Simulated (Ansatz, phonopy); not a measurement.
# Grüneisen parameters and expansion of Ca2Ir (hypothetical, Fm-3m), part 4 of 4

Wanted: mode Grüneisen parameters of Ca2Ir (hypothetical) and a free-energy fit over volumes. The crystal structure is hypothetical: it was made by swapping elements on a known structure type.

Ansatz 0.2.0; DFT PBE, scalar-relativistic, plane waves, PAW.

So far. Step 14 (A cell at another volume, V/V0 1.05): The run ends at a pressure of -2.11 GPa. Step 15 (Lattice dynamics at this volume, V/V0 1.05): No mode is imaginary beyond numerical noise at the solved wavevectors. The highest zone-centre mode (no LO–TO term) moved by -4.6 % for a volume change of +5.0 %.

## (16) Mode Grüneisen parameters (continued)

Volume series, by row:

| V/V0 | V (Å³/atom) | pressure (GPa) | E - E0 (meV/atom) | gap (eV) | zero-point energy (meV/atom) | lowest on the path (cm⁻¹) | highest at Gamma without the LO-TO term (cm⁻¹) |
| --- | --- | --- | --- | --- | --- | --- | --- |
| 0.97 | 26.35 | 1.533 | 3.795 | 0 | 24.76 | 0 | 211.1 |
| 0.985 | 26.76 | 0.737 | 0.922 | 0 | 24.25 | 0 | 208.2 |
| 1 | 27.17 | -0.003 | 0 | 0 | 23.75 | 0 | 205.3 |
| 1.015 | 27.57 | -0.691 | 0.892 | 0 | 23.26 | 0 | 202.4 |
| 1.03 | 27.98 | -1.329 | 3.467 | 0 | 22.77 | 0 | 199.6 |
| 1.05 | 28.52 | -2.11 | 9.315 | 0 | 22.13 | 0 | 195.8 |

Table of optical frequency at Gamma without the LO-TO term by V/V0:

| V/V0 | mode 4 (cm⁻¹) | mode 7 (cm⁻¹) |
| --- | --- | --- |
| 0.9700 | 145 | 211 |
| 0.9850 | 141 | 208 |
| 1.0000 | 137 | 205 |
| 1.0150 | 133 | 202 |
| 1.0300 | 130 | 200 |
| 1.0500 | 125 | 196 |

Grüneisen at points, by row:

| point | branch | frequency (cm⁻¹) | mode Grüneisen parameter |
| --- | --- | --- | --- |
| Γ | 4 | 137.1 | 1.85 |
| Γ | 7 | 205.3 | 0.93 |
| X | 1 | 65.1 | 2.95 |
| X | 2 | 71.3 | 0.97 |
| X | 4 | 91.8 | 2.32 |
| X | 6 | 95.9 | 1.07 |
| X | 7 | 195.1 | 1.47 |
| X | 9 | 229.3 | 1.22 |
| U | 1 | 68.5 | 0.89 |
| U | 2 | 71.5 | 2.34 |
| U | 3 | 79.2 | 1.02 |
| U | 4 | 88.1 | 0.95 |
| U | 5 | 111.3 | 1.83 |
| U | 6 | 115.4 | 2.21 |
| U | 7 | 188.7 | 1.45 |
| U | 8 | 190 | 1.47 |
| U | 9 | 221 | 1.26 |
| K | 1 | 68.5 | 0.89 |
| K | 2 | 71.5 | 2.34 |
| K | 3 | 79.2 | 1.02 |
| K | 4 | 88.1 | 0.95 |
| K | 5 | 111.3 | 1.83 |
| K | 6 | 115.4 | 2.21 |
| K | 7 | 188.7 | 1.45 |
| K | 8 | 190 | 1.47 |
| K | 9 | 221 | 1.26 |
| L | 1 | 56.7 | 0.32 |
| L | 3 | 93.1 | 1.1 |
| L | 4 | 149 | 1.55 |
| L | 5 | 158.4 | 1.69 |
| L | 7 | 169.3 | 1.23 |
| L | 9 | 172.4 | 1.52 |
| W | 1 | 71.4 | 1.07 |
| W | 2 | 78.2 | 2.4 |
| W | 3 | 82.5 | 2.66 |
| W | 6 | 153.7 | 1.69 |
| W | 8 | 212.8 | 1.32 |
| W | 9 | 213.5 | 1.32 |

## (17) Quasi-harmonic fit by phonopy

This step gave:

| Item | Value |
| --- | --- |
| volume expansion coefficient at 300 K | 45.12 1e-6/K |
| isothermal bulk modulus at 300 K | 44.37 GPa |
| C_P at 300 K | 24.56 J/mol-atom/K |
| Grüneisen parameter at 300 K | 1.379 |

Table of energy (each curve on its own zero) by volume; values in meV/atom:

| volume (Å³/atom) | static | F at 0 K | F at 300 K | F at 1000 K |
| --- | --- | --- | --- | --- |
| 26.351 | 3.8 | 5.07 | 7.94 | 17.1 |
| 26.758 | 0.92 | 1.69 | 3.47 | 9.15 |
| 27.166 | 0 | 0.26 | 0.94 | 3.04 |
| 27.573 | 0.89 | 0.66 | 0.2 | -1.33 |
| 27.981 | 3.47 | 2.75 | 1.12 | -4.1 |
| 28.524 | 9.31 | 7.96 | 4.72 | -5.51 |

Phonopy-qha, vinet fit of F(V) at each temperature; no electronic free energy. Qha vinet, by row:

| T (K) | fitted volume (Å³/atom) | alpha_V (1e-6/K) | B_T (GPa) | C_P (J/mol-atom/K) | Grueneisen |
| --- | --- | --- | --- | --- | --- |
| 100 | 27.32 | 32.38 | 46.41 | 18.77 | 1.322 |
| 150 | 27.37 | 38.83 | 45.92 | 21.97 | 1.351 |
| 200 | 27.43 | 41.91 | 45.42 | 23.37 | 1.363 |
| 250 | 27.49 | 43.77 | 44.9 | 24.1 | 1.372 |
| 300 | 27.55 | 45.12 | 44.37 | 24.56 | 1.379 |
| 350 | 27.61 | 46.24 | 43.84 | 24.87 | 1.386 |
| 400 | 27.67 | 47.23 | 43.3 | 25.12 | 1.394 |
| 450 | 27.74 | 48.17 | 42.75 | 25.32 | 1.401 |
| 500 | 27.81 | 49.08 | 42.2 | 25.5 | 1.408 |
| 550 | 27.88 | 49.99 | 41.64 | 25.66 | 1.415 |
| 600 | 27.95 | 50.91 | 41.07 | 25.81 | 1.423 |
| 650 | 28.02 | 51.85 | 40.5 | 25.96 | 1.431 |
| 700 | 28.09 | 52.81 | 39.92 | 26.11 | 1.439 |
| 750 | 28.17 | 53.8 | 39.33 | 26.26 | 1.447 |

Volume expansion coefficient, phonopy-qha, Vinet against temperature:

temperature (K), volume expansion coefficient, phonopy-qha, Vinet (1e-6/K) and a bar from the least value:
```
       75       26.1 
      100       32.4 #######
      125       36.3 ###########
      150       38.8 ##############
      175       40.6 ###############
      200       41.9 #################
      225       42.9 ##################
      250       43.8 ###################
      275       44.5 ####################
      300       45.1 ####################
      325       45.7 #####################
      350       46.2 #####################
      375       46.7 ######################
      400       47.2 ######################
      425       47.7 #######################
      450       48.2 #######################
      475       48.6 ########################
      500       49.1 ########################
      525       49.5 #########################
      550       50.0 #########################
      575       50.5 ##########################
      600       50.9 ##########################
      625       51.4 ###########################
      650       51.9 ###########################
      675       52.3 ############################
      700       52.8 ############################
      725       53.3 #############################
      750       53.8 #############################
      775       54.3 ##############################
```

The fit gives a volume expansion of 45.1 × 10⁻⁶/K at 300 K.

## (18) Results

| Property | Result |
| --- | --- |
| volume expansion coefficient at 300 K | 45.12 1e-6/K |
| isothermal bulk modulus at 300 K | 44.37 GPa |
| C_P at 300 K | 24.56 J/mol-atom/K |
| Grüneisen parameter at 300 K | 1.379 |
| mean mode Grüneisen parameter at 300 K | 1.34 |

In words: Near room temperature Ca2Ir (hypothetical) expands by 45.1 × 10⁻⁶/K in volume by PBE, with C_P = 24.6 J/(mol K) per mole of atoms and B_T = 44.4 GPa. The q-mesh is coarse, and the expansion can converge slowly with it. The table stops at 775 K because beyond it the fitted volume comes within 1 % of the largest computed cell, where the fit loses its support. C_P at room temperature is 98 % of the classical 3R an atom. The fit leaves out the electrons' free energy, which adds to C_P and to the expansion of a metal at high temperature. The heat-capacity-weighted Grüneisen parameter goes from 1.24 at 50 K to 1.34 at 800 K. Weighting γ by the density of states and each mode's heat capacity at 300 K, modes below 80 cm⁻¹ give about 18 % of the sum of γC that drives the expansion, those up to 150 cm⁻¹ 45 % and the rest 37 %. Among the labelled points γ is largest for branch 1 at X (65.1 cm⁻¹, 3.0) and smallest for branch 1 at L (56.7 cm⁻¹, 0.32). The program warned that a few bands missed the eigensolver's threshold in at least one of the runs.

[Logs are printed without paths, hosts, clocks, repeated set-up lines and the standing remarks that a program may print on its own settings, such as how far it seeks lower states.]

[Hosts, paths, dates, database ids (printed as entryN), source tags and the programs' standing remarks are cut or masked in the printed files.]

[A step with changed settings may run another functional than the one named; its input shows which.]


